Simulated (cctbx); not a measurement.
## Lattice, Laue class and space group of a new crystal

Cell: a = 6.9540 Å, b = 6.9540 Å, c = 4.1640 Å, α = 90.00°, β = 90.00°, γ = 120.00°. Expected content of the cell: Pt3 W3 Sb3.

The data are simulated with cctbx, not measured: Mo Kα, λ = 0.71073 Å, to d = 0.7 Å, 50 % of the full sphere, strongest reflection 40000 counts, noise from counting, a 6 % proportional error and a noise floor of 4 counts (s.d.); no absorption.

Tests on the unmerged data give:

```text
1024 reflections to d = 0.703 A
centring   violations  <I/sigma> of those
    A        511 of   511     14.5
    B        505 of   506     14.3
    C        512 of   513     14.3
    I        509 of   510     14.3
    R        695 of   704     14.2
    F        764 of   765     14.4
Laue class    unique    Rint  (classes that these axes allow; Friedel mates merged)
P -1              774   0.062
P 1 1 2/m         530   0.060
P -3              349   0.058
P -3 1 m          199   0.063
P -3 m 1          216   0.062
P 6/m             200   0.062
P 6/m m m         132   0.065
space group    extra absences  I>4sigma  <I/sigma>
P 6 2 2                 0          0         -  acentric
P 6 m m                 0          0         -  acentric
P -6 m 2                0          0         -  acentric
P -6 2 m                0          0         -  acentric
P 6/m m m               0          0         -  centric
Wilson B = 0.15 A^2   <|E^2-1|> = 0.611 (0.968 centric, 0.736 acentric)   E^2>4: 0.0 %
shell (A)         n   <I/sigma>
 6.02 - 1.40     23     25.1
 1.40 - 1.11     18     30.2
 1.11 - 0.97     17     29.8
 0.97 - 0.89     14     36.5
 0.89 - 0.82     15     33.7
 0.82 - 0.77     16     34.0
 0.77 - 0.74     15     25.7
 0.74 - 0.70     14     31.6
```

Q: Read the symmetry from these tables.

Every centring test has many violations, so the lattice is primitive.

Rint stays low (0.058 to 0.065) up to P 6/m m m, the highest class in these axes.

5 settings pass the absence test. No glide or screw absences show, which leaves P 6 2 2, P 6 m m, P -6 m 2, P -6 2 m and P 6/m m m.

⟨|E²−1|⟩ = 0.611 leans to a non-centrosymmetric structure, or to twinning, which lowers it. The Wilson B of 0.15 Å² means U ≈ 0.0019 Å².

The true group is P-62m (no. 189), Laue class 6/mmm, non-centrosymmetric. The tables only narrow the choice to the tied entries; cell content, site symmetry and trial solutions must settle it.

This is a model crystal, built by substitution and not relaxed, with assumed displacement parameters.

[Logs are printed without paths, hosts, clocks, repeated set-up lines and the standing remarks that a program may print on its own settings, such as how far it seeks lower states.]
